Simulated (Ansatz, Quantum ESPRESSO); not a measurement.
# Lattice dynamics of RbCaH3 (Pm-3m) in two programs, part 2 of 4

How does RbCaH3 (Pm-3m) vibrate, and is this structure a minimum?

Quantum ESPRESSO 7.5; DFT LDA, scalar-relativistic, plane waves, GBRV ultrasoft pseudopotentials.

So far. Step 2 (A first look): A gap of 2.9 eV opens on this mesh, so the crystal is taken as an insulator; the start stands at -2.4 GPa. Step 4 (Self-consistent run for the response): The cell stands at 0.004 GPa, close enough for phonons. The relaxed cell has a = 4.397 Å (conventional setting).

## (5) Linear response on the mesh

Linear response treats each wavevector in the unit cell, with no supercell; the 2×2×2 mesh fixes the range of the force constants to be had.

Contents of ph.in:

```
phonons
 &inputph
    prefix='x',
    outdir='./tmp',
    fildyn='x.dyn',
    tr2_ph=1.0d-18,
    epsil=.true.,
    ldisp=.true.,
    nq1=2,
    nq2=2,
    nq3=2,
 /
```

Run with:

```sh
OMP_NUM_THREADS=1 mpirun -n 4 ph.x -nk 4 -in ph.in > ph.out
```

Numbers of over 12 decimals in the logs are rounded to 6 here.

Log:

```text
[banners, grids, parts of the stress and lines that vanish by symmetry left out]
[banner, memory and clock lines left out]
Program PHONON v.7.5

[...]
Exchange-correlation= PZ
                           (   1   1   0   0   0   0   0)
[...]
(   4 q-points):
[...]
kinetic-energy cut-off    =      40.0000  Ry
     charge density cut-off    =     240.0000  Ry
     convergence threshold     =      1.0E-18
[...]
Exchange-correlation= PZ
                           (   1   1   0   0   0   0   0)
[...]
q = (   0.0000000   0.0000000   0.0000000 )
     49 Sym.Ops. (with q -> -q+G )
     G cutoff =  419.7067  (  36041 G-vectors)     FFT grid: ( 45, 45, 45)
     G cutoff =  279.8045  (  19549 G-vectors)  smooth grid: ( 36, 36, 36)
     number of k points=    10
[...]
Mode symmetry, O_h (m-3m)  point group:
[...]
Dielectric constant
[...]
End of electric fields calculation
          Dielectric constant in cartesian axis
          (       3.477708677       0.000000000       0.000000000 )
          (       0.000000000       3.477708677       0.000000000 )
          (       0.000000000       0.000000000       3.477708677 )
          Effective charges (d Force / dE) in cartesian axis without acoustic sum rule applied (asr)
           atom    1  Rb    Mean Z*:        1.08812
      Ex  (        1.08812        0.00000        0.00000 )
      Ey  (        0.00000        1.08812        0.00000 )
      Ez  (        0.00000        0.00000        1.08812 )
           atom    2  Ca    Mean Z*:        1.74018
      Ex  (        1.74018        0.00000        0.00000 )
      Ey  (        0.00000        1.74018        0.00000 )
      Ez  (        0.00000        0.00000        1.74018 )
           atom    3  H     Mean Z*:       -0.94563
      Ex  (       -1.06899        0.00000        0.00000 )
      Ey  (        0.00000       -0.88395        0.00000 )
      Ez  (        0.00000        0.00000       -0.88395 )
           atom    4  H     Mean Z*:       -0.94563
      Ex  (       -0.88395        0.00000        0.00000 )
      Ey  (        0.00000       -1.06899        0.00000 )
      Ez  (        0.00000        0.00000       -0.88395 )
           atom    5  H     Mean Z*:       -0.94563
      Ex  (       -0.88395        0.00000        0.00000 )
      Ey  (        0.00000       -0.88395        0.00000 )
      Ez  (        0.00000        0.00000       -1.06899 )
          Effective charges Sum: Mean:       -0.00861
[...]
Effective charges (d Force / dE) in cartesian axis with asr applied:
           atom    1  Rb    Mean Z*:        1.08984
[...]
atom    2  Ca    Mean Z*:        1.74190
[...]
atom    3  H     Mean Z*:       -0.94391
[...]
atom    4  H     Mean Z*:       -0.94391
[...]
atom    5  H     Mean Z*:       -0.94391
[...]
Representation #   1 modes #   1   2   3
[...]
End of self-consistent calculation
     Convergence has been achieved
     Representation #   2 modes #   4   5   6
[...]
End of self-consistent calculation
     Convergence has been achieved
     Representation #   3 modes #   7   8   9
[...]
End of self-consistent calculation
     Convergence has been achieved
     Representation #   4 modes #  10  11  12
[...]
End of self-consistent calculation
     Convergence has been achieved
[...]
Convergence has been achieved
[...]
Dielectric constant in cartesian axis
          (       3.477708677       0.000000000       0.000000000 )
          (       0.000000000       3.477708677       0.000000000 )
          (       0.000000000       0.000000000       3.477708677 )
          Effective charges (d Force / dE) in cartesian axis without acoustic sum rule applied (asr)
           atom    1  Rb    Mean Z*:        1.08812
      Ex  (        1.08812        0.00000        0.00000 )
      Ey  (        0.00000        1.08812        0.00000 )
      Ez  (        0.00000        0.00000        1.08812 )
           atom    2  Ca    Mean Z*:        1.74018
      Ex  (        1.74018        0.00000        0.00000 )
      Ey  (        0.00000        1.74018        0.00000 )
      Ez  (        0.00000        0.00000        1.74018 )
           atom    3  H     Mean Z*:       -0.94563
      Ex  (       -1.06899        0.00000        0.00000 )
      Ey  (        0.00000       -0.88395        0.00000 )
      Ez  (        0.00000        0.00000       -0.88395 )
           atom    4  H     Mean Z*:       -0.94563
      Ex  (       -0.88395        0.00000        0.00000 )
      Ey  (        0.00000       -1.06899        0.00000 )
      Ez  (        0.00000        0.00000       -0.88395 )
           atom    5  H     Mean Z*:       -0.94563
      Ex  (       -0.88395        0.00000        0.00000 )
      Ey  (        0.00000       -0.88395        0.00000 )
      Ez  (        0.00000        0.00000       -1.06899 )
          Effective charges Sum: Mean:       -0.00861
[...]
Effective charges (d Force / dE) in cartesian axis with asr applied:
           atom    1  Rb    Mean Z*:        1.08984
[...]
atom    2  Ca    Mean Z*:        1.74190
[...]
atom    3  H     Mean Z*:       -0.94391
[...]
atom    4  H     Mean Z*:       -0.94391
[...]
atom    5  H     Mean Z*:       -0.94391
[...]
Effective charges (d P / du) in cartesian axis
[...]
q = (    0.000000000   0.000000000   0.000000000 )
[...]
freq (    1) =      -0.228719 [THz] =      -7.629254 [cm-1]
     freq (    2) =      -0.228719 [THz] =      -7.629254 [cm-1]
     freq (    3) =      -0.228719 [THz] =      -7.629254 [cm-1]
     freq (    4) =       3.233758 [THz] =     107.866559 [cm-1]
     freq (    5) =       3.233758 [THz] =     107.866559 [cm-1]
     freq (    6) =       3.233758 [THz] =     107.866559 [cm-1]
     freq (    7) =      10.388883 [THz] =     346.535825 [cm-1]
     freq (    8) =      10.388883 [THz] =     346.535825 [cm-1]
     freq (    9) =      10.388883 [THz] =     346.535825 [cm-1]
     freq (   10) =      12.095655 [THz] =     403.467606 [cm-1]
     freq (   11) =      12.095655 [THz] =     403.467606 [cm-1]
     freq (   12) =      12.095655 [THz] =     403.467606 [cm-1]
     freq (   13) =      36.260505 [THz] =    1209.520254 [cm-1]
     freq (   14) =      36.260505 [THz] =    1209.520254 [cm-1]
[...]
Mode symmetry, O_h (m-3m)  point group:
     freq (   1-   3) =         -7.6  [cm-1]   --> T_1u G_15  G_4- I
     freq (   4-   6) =        107.9  [cm-1]   --> T_1u G_15  G_4- I
     freq (   7-   9) =        346.5  [cm-1]   --> T_2u G_25  G_5-
     freq (  10-  12) =        403.5  [cm-1]   --> T_1u G_15  G_4- I
     freq (  13-  15) =       1209.5  [cm-1]   --> T_1u G_15  G_4- I
[...]
Mode symmetry, D_4h(4/mmm) point group:
[...]
Representation #   1 mode #   1
[...]
Convergence has been achieved
     Representation #   2 mode #   2
[...]
Convergence has been achieved
     Representation #   3 mode #   3
[...]
Convergence has been achieved
     Representation #   4 modes #   4   5
[...]
Convergence has been achieved
     Representation #   5 modes #   6   7
[...]
Convergence has been achieved
     Representation #   6 modes #   8   9
[...]
Convergence has been achieved
     Representation #   7 mode #  10
[...]
Convergence has been achieved
[...]
Convergence has been achieved
     Representation #   9 modes #  12  13
[...]
Convergence has been achieved
[...]
q = (    0.000000000   0.000000000  -0.500000000 )
[...]
Mode symmetry, D_4h(4/mmm) point group:
     freq (   1-   2) =         61.5  [cm-1]   --> E_u  X_5' M_5'
     freq (   3-   3) =         86.6  [cm-1]   --> A_2u X_4' M_4'
     freq (   4-   5) =        106.5  [cm-1]   --> E_g  X_5  M_5
     freq (   6-   6) =        194.1  [cm-1]   --> A_1g X_1  M_1
     freq (   7-   8) =        403.6  [cm-1]   --> E_g  X_5  M_5
     freq (   9-   9) =        420.5  [cm-1]   --> B_1g X_2  M_2
     freq (  10-  11) =        427.3  [cm-1]   --> E_u  X_5' M_5'
     freq (  12-  12) =        668.6  [cm-1]   --> A_1g X_1  M_1
     freq (  13-  14) =       1208.8  [cm-1]   --> E_g  X_5  M_5
     freq (  15-  15) =       1316.4  [cm-1]   --> A_2u X_4' M_4'
[...]
Mode symmetry, D_4h(4/mmm) point group:
[...]
Representation #   8 mode #   9
[...]
Convergence has been achieved
     Representation #  11 modes #  14  15
[...]
Convergence has been achieved
[...]
q = (    0.000000000  -0.500000000  -0.500000000 )
[...]
Mode symmetry, D_4h(4/mmm) point group:
     freq (   1-   1) =         59.6  [cm-1]   --> A_2u X_4' M_4'
     freq (   2-   3) =         64.0  [cm-1]   --> E_u  X_5' M_5'
     freq (   4-   4) =        125.5  [cm-1]   --> B_1u X_2' M_2'
     freq (   5-   5) =        194.1  [cm-1]   --> B_1g X_2  M_2
     freq (   6-   7) =        203.1  [cm-1]   --> E_u  X_5' M_5'
     freq (   8-   9) =        450.2  [cm-1]   --> E_g  X_5  M_5
     freq (  10-  11) =        461.9  [cm-1]   --> E_u  X_5' M_5'
     freq (  12-  12) =        673.5  [cm-1]   --> A_1g X_1  M_1
     freq (  13-  13) =       1207.9  [cm-1]   --> B_1u X_2' M_2'
     freq (  14-  14) =       1225.4  [cm-1]   --> A_2g X_4  M_4
     freq (  15-  15) =       1349.7  [cm-1]   --> B_2g X_3  M_3
[...]
Mode symmetry, O_h (m-3m)  point group:
[...]
Convergence has been achieved
     Representation #   2 mode #   4
[...]
Convergence has been achieved
     Representation #   3 modes #   5   6
[...]
Convergence has been achieved
[...]
Convergence has been achieved
     Representation #   5 modes #  10  11  12
[...]
End of self-consistent calculation
     Convergence has been achieved
     Representation #   6 modes #  13  14  15
[...]
End of self-consistent calculation
     Convergence has been achieved
[...]
q = (   -0.500000000  -0.500000000  -0.500000000 )
[...]
freq (    8) =       6.640554 [THz] =     221.505039 [cm-1]
     freq (    9) =       6.640554 [THz] =     221.505039 [cm-1]
     freq (   10) =      18.046068 [THz] =     601.952021 [cm-1]
     freq (   11) =      18.046068 [THz] =     601.952021 [cm-1]
     freq (   12) =      18.046068 [THz] =     601.952021 [cm-1]
     freq (   13) =      36.737280 [THz] =    1225.423760 [cm-1]
     freq (   14) =      36.737280 [THz] =    1225.423760 [cm-1]
     freq (   15) =      41.008846 [THz] =    1367.907857 [cm-1]
[...]
Mode symmetry, O_h (m-3m)  point group:
     freq (   1-   3) =         68.3  [cm-1]   --> T_1u G_15  G_4-
     freq (   4-   6) =        144.3  [cm-1]   --> T_2u G_25  G_5-
     freq (   7-   9) =        221.5  [cm-1]   --> T_2g G_25' G_5+
     freq (  10-  12) =        602.0  [cm-1]   --> T_1u G_15  G_4-
     freq (  13-  14) =       1225.4  [cm-1]   --> E_u  G_12' G_3-
     freq (  15-  15) =       1367.9  [cm-1]   --> A_2u G_2'  G_2-
```

Wall time 6.5 min (4 MPI ranks of Arm Neoverse V2, shared host).

Read from the output:

* miss of the charge sum rule: 0.008590 e
* largest acoustic frequency at the zone centre before the sum rule: -7.63 cm⁻¹
* highest optical zone-centre mode (no LO-TO term): 1210 cm⁻¹
* lowest optical zone-centre mode: 107.9 cm⁻¹
* mean high-frequency dielectric constant: 3.478
* largest Born charge in size (third of the trace): 1.740 e
* lowest mode on the q mesh (acoustic ones at the zone centre apart): 59.61 cm⁻¹

Frequencies (cm⁻¹) at each irreducible wavevector; negative means imaginary. Frequencies by wavevector:

| q (fractions) | star | mode 1 | mode 2 | mode 3 | mode 4 | mode 13 | mode 14 | mode 15 |
| --- | --- | --- | --- | --- | --- | --- | --- | --- |
| 0 0 0 | 1 | -7.63 | -7.63 | -7.63 | 107.9 | 1210 | 1210 | 1210 |
| 0 0 -0.5 | 3 | 61.49 | 61.49 | 86.59 | 106.5 | 1209 | 1209 | 1316 |
| 0 -0.5 -0.5 | 3 | 59.61 | 63.95 | 63.95 | 125.5 | 1208 | 1225 | 1350 |
| -0.5 -0.5 -0.5 | 1 | 68.27 | 68.27 | 68.27 | 144.3 | 1225 | 1225 | 1368 |

Optical modes; normalised displacements of the dynamical-matrix file. Modes at Γ, with each element's share of the kinetic energy:

| mode | frequency (cm⁻¹) | symmetry | Rb % | Ca % | H % |
| --- | --- | --- | --- | --- | --- |
| 1 | 107.9 | T1u | 34 | 61 | 5 |
| 2 | 107.9 | T1u | 34 | 61 | 5 |
| 3 | 107.9 | T1u | 34 | 61 | 5 |
| 4 | 346.5 | T2u | 0 | 0 | 100 |
| 5 | 346.5 | T2u | 0 | 0 | 100 |
| 6 | 346.5 | T2u | 0 | 0 | 100 |
| 7 | 403.5 | T1u | 0 | 5 | 95 |
| 8 | 403.5 | T1u | 0 | 5 | 95 |
| 9 | 403.5 | T1u | 0 | 5 | 95 |
| 10 | 1209.5 | T1u | 0 | 2 | 98 |
| 11 | 1209.5 | T1u | 0 | 2 | 98 |
| 12 | 1209.5 | T1u | 0 | 2 | 98 |

Displacements in mode 3 (107.9 cm⁻¹), the largest set to 1:
```
Rb1  0.00  0.00 -0.48
Ca2  0.00  0.00  0.95
H3   0.00  0.00  1.00
H4   0.00  0.00  1.00
H5   0.00  0.00  0.89
```

Displacements in mode 4 (346.5 cm⁻¹), the largest set to 1:
```
Rb1  0.00  0.00  0.00
Ca2  0.00  0.00  0.00
H3   0.00  0.01 -1.00
H4   0.13  0.00  1.00
H5  -0.13 -0.01  0.00
```

Born charge (rows field, columns displacement), before the sum rule (e), principal values of the symmetric part by kind of site:

| atom | atoms with these values | low | middle | high | mean |
| --- | --- | --- | --- | --- | --- |
| Rb1 | 1 | 1.09 | 1.09 | 1.09 | 1.09 |
| Ca2 | 1 | 1.74 | 1.74 | 1.74 | 1.74 |
| H3 | 3 | -1.07 | -0.88 | -0.88 | -0.95 |

In full for H3:

```
-1.07  0.00  0.00
 0.00 -0.88  0.00
 0.00  0.00 -0.88
```

High-frequency dielectric tensor:

```
3.48 0.00 0.00
0.00 3.48 0.00
0.00 0.00 3.48
```

The acoustic modes at Γ come out as far as 7.6 cm⁻¹ from zero, where they should vanish, a small numerical error; the Born charges miss their sum rule by 0.0086 e, which is good.

## (6) Force constants in real space

The dynamical matrices of the mesh are Fourier-transformed to force constants in real space, after the long-range dipole part is taken out.

Contents of q2r.in:

```
 &input
    fildyn='x.dyn',
    zasr='simple',
    flfrc='x.fc',
 /
```

Run with:

```sh
q2r.x < q2r.in > q2r.out
```

Log:

```text
[banners, grids, parts of the stress and lines that vanish by symmetry left out]
[banner, memory and clock lines left out]
Program Q2R v.7.5

  reading grid info from file x.dyn0

  reading force constants from file x.dyn1
 macroscopic fields = T
   3.47771   0.00000   0.00000
   0.00000   3.47771   0.00000
[...]
na=            1
[...]
na=            2
[...]
na=            3
[...]
na=            4
[...]
na=            5
[...]
0.00000  -0.88395   0.00000
   0.00000   0.00000  -1.06899
  alpha Ewald:    1.748778
  nqs=            1
 q=   0.00000000  0.00000000  0.00000000
  reading force constants from file x.dyn2
  alpha Ewald:    1.748778
  nqs=            3
 q=   0.00000000  0.00000000 -0.50000000
[...]
reading force constants from file x.dyn3
  alpha Ewald:    1.748778
  nqs=            3
[...]
q=  -0.50000000  0.00000000 -0.50000000
  reading force constants from file x.dyn4
  alpha Ewald:    1.748778
  nqs=            1
 q=  -0.50000000 -0.50000000 -0.50000000

      q-space grid ok, #points =    8

      fft-check success (sum of imaginary terms < 10^-12)
```

Wall time 0.46 s (1 thread).

## (7) Dispersion

From the force constants any wavevector is cheap; points of the mesh come back as solved, but for the sum rule and, in polar crystals, the LO-TO term at Γ; the rest is interpolation.

Contents of matdyn.in:

```
 &input
    asr='simple',
    flfrc='x.fc',
    flfrq='x.freq',
    flvec='x.modes',
    q_in_band_form=.true.,
    q_in_cryst_coord=.true.,
 /
8
  0.0000000   0.0000000   0.0000000  12  ! GAMMA
  0.0000000   0.5000000   0.0000000  12  ! X
  0.5000000   0.5000000   0.0000000  12  ! M
  0.0000000   0.0000000   0.0000000  12  ! GAMMA
  0.5000000   0.5000000   0.5000000  12  ! R
  0.0000000   0.5000000   0.0000000   1  ! X
  0.5000000   0.5000000   0.5000000  12  ! R
  0.5000000   0.5000000   0.0000000   1  ! M
```

Run with:

```sh
matdyn.x -in matdyn.in > matdyn.out
```

Log:

```text
[banner, memory and clock lines left out]
Program MATDYN v.7.5

 mass for atomic type   1 not given; uses mass from file x.fc
 mass for atomic type   2 not given; uses mass from file x.fc
 mass for atomic type   3 not given; uses mass from file x.fc
```

Wall time 0.58 s (1 thread).

This step gave:

```yaml
lowest_frequency_on_the_path: 0 cm⁻¹
```

Matdyn.x, sum rule simple. The phonon branches at the labelled points (cm⁻¹):

| point | branch 1 | branch 2 | branch 3 | branch 4 | branch 12 | branch 13 | branch 14 | branch 15 |
| --- | --- | --- | --- | --- | --- | --- | --- | --- |
| Γ | 0 | 0 | 0 | 108 | 641 | 1210 | 1210 | 1293 |
| halfway | 45 | 45 | 70 | 108 | 655 | 1209 | 1209 | 1305 |
| X | 62 | 62 | 87 | 107 | 669 | 1209 | 1209 | 1316 |
| halfway | 61 | 63 | 73 | 118 | 668 | 1208 | 1219 | 1331 |
| M | 60 | 64 | 64 | 126 | 674 | 1208 | 1226 | 1350 |
| halfway | 55 | 58 | 72 | 114 | 661 | 1209 | 1217 | 1316 |
| Γ | 0 | 0 | 0 | 108 | 641 | 1210 | 1210 | 1293 |
| halfway | 62 | 62 | 68 | 163 | 651 | 1218 | 1218 | 1326 |
| R | 68 | 68 | 68 | 144 | 602 | 1226 | 1226 | 1368 |
| halfway | 62 | 66 | 69 | 169 | 647 | 1218 | 1220 | 1342 |
| X | 62 | 62 | 87 | 107 | 669 | 1209 | 1209 | 1316 |
| jump to R | 68 | 68 | 68 | 144 | 602 | 1226 | 1226 | 1368 |
| halfway | 64 | 67 | 67 | 171 | 638 | 1219 | 1226 | 1357 |
| M | 60 | 64 | 64 | 126 | 674 | 1208 | 1226 | 1350 |

All branches are real along the path.

## (8) Sums over the zone

Sums over the zone need many more wavevectors than were solved, so the interpolation is sampled on a dense mesh.

Contents of matdyn.in:

```
 &input
    asr='simple',
    flfrc='x.fc',
    dos=.true.,
    fldos='x.dos',
    nk1=10,
    nk2=10,
    nk3=10,
    deltaE=1.0,
 /
```

Run with:

```sh
matdyn.x -in matdyn.in > matdyn.out
```

Log:

```text
[banner, memory and clock lines left out]
Program MATDYN v.7.5

 mass for atomic type   1 not given; uses mass from file x.fc
 mass for atomic type   2 not given; uses mass from file x.fc
 mass for atomic type   3 not given; uses mass from file x.fc
```

Run time: 15 s. Hardware: 1 thread.

Read from the output:

* share of modes beyond 3i cm⁻¹ on the dense interpolated mesh: 0
* zero-point energy per atom: 88.47 meV
* heat capacity at 300 K: 17.00 J/(mol atoms K)
* vibrational entropy at 300 K: 22.12 J/(mol atoms K)

The phonon density of states has structure finer than the step of the table below, so its rows give means over 100 cm⁻¹, whole bins alone (the curve runs from 0 to 1368 cm⁻¹). Peaks (cm⁻¹: height): total 63.0: 0.183, 189.0: 0.0520, 657.0: 0.0408, 1215.0: 0.116; Ca 117.0: 0.0293, 189.0: 0.0415; H 387.0: 0.0244, 657.0: 0.0401, 1215.0: 0.114, 1323.0: 0.0216; Rb 63.0: 0.180.

Tetrahedra. Phonon density of states against wavenumber; means over each step; values in 1/cm⁻¹/cell:

| wavenumber (cm⁻¹) | total | Ca | H | Rb |
| --- | --- | --- | --- | --- |
| 100 | 0.0385 | 0.0109 | 5.5e-4 | 0.0271 |
| 200 | 0.0221 | 0.0170 | 0.00476 | 3.0e-4 |
| 300 | 0.0110 | 7.2e-4 | 0.0103 | 1.0e-5 |
| 400 | 0.0203 | 4.8e-4 | 0.0198 | 1.4e-5 |
| 500 | 0.0124 | 1.8e-4 | 0.0122 | 2.3e-5 |
| 600 | 0.00549 | 3.5e-5 | 0.00544 | 8.3e-6 |
| 700 | 0.00739 | 1.2e-4 | 0.00726 | 6.5e-6 |
| 800 | 0 | 0 | 0 | 0 |
| 900 | 0 | 0 | 0 | 0 |
| 1000 | 0 | 0 | 0 | 0 |
| 1100 | 0 | 0 | 0 | 0 |
| 1200 | 0.0204 | 2.2e-4 | 0.0202 | 0 |
| 1300 | 0.00878 | 5.5e-5 | 0.00873 | 0 |

Harmonic thermodynamic functions per atom, summed over the density of states scaled to three modes an atom; melting is ignored. Thermodynamic functions:

| T (K) | F_vib (meV/atom) | S (J/mol-atom/K) | C_V (J/mol-atom/K) |
| --- | --- | --- | --- |
| 0 | 88.47 | 0 | 0 |
| 50 | 87.95 | 3.032 | 4.993 |
| 100 | 85.12 | 7.831 | 9.031 |
| 200 | 72.7 | 15.81 | 14.09 |
| 300 | 52.92 | 22.12 | 17 |
| 400 | 27.23 | 27.29 | 18.96 |
| 500 | -3.39 | 31.68 | 20.36 |
| 600 | -38.25 | 35.49 | 21.38 |
| 700 | -76.8 | 38.85 | 22.12 |
| 800 | -118.6 | 41.84 | 22.67 |
| 900 | -163.4 | 44.53 | 23.07 |
| 1000 | -210.9 | 46.98 | 23.39 |

At 300 K the heat capacity has reached 68 % of the Dulong-Petit value.

[end of part 2 of 4]

[Host names and launcher messages were left out of these logs when they were recorded.]

[Logs are printed without paths, hosts, clocks, repeated set-up lines and the standing remarks that a program may print on its own settings, such as how far it seeks lower states.]

[Hosts, paths, dates, database ids (printed as entryN), source tags and the programs' standing remarks are cut or masked in the printed files.]
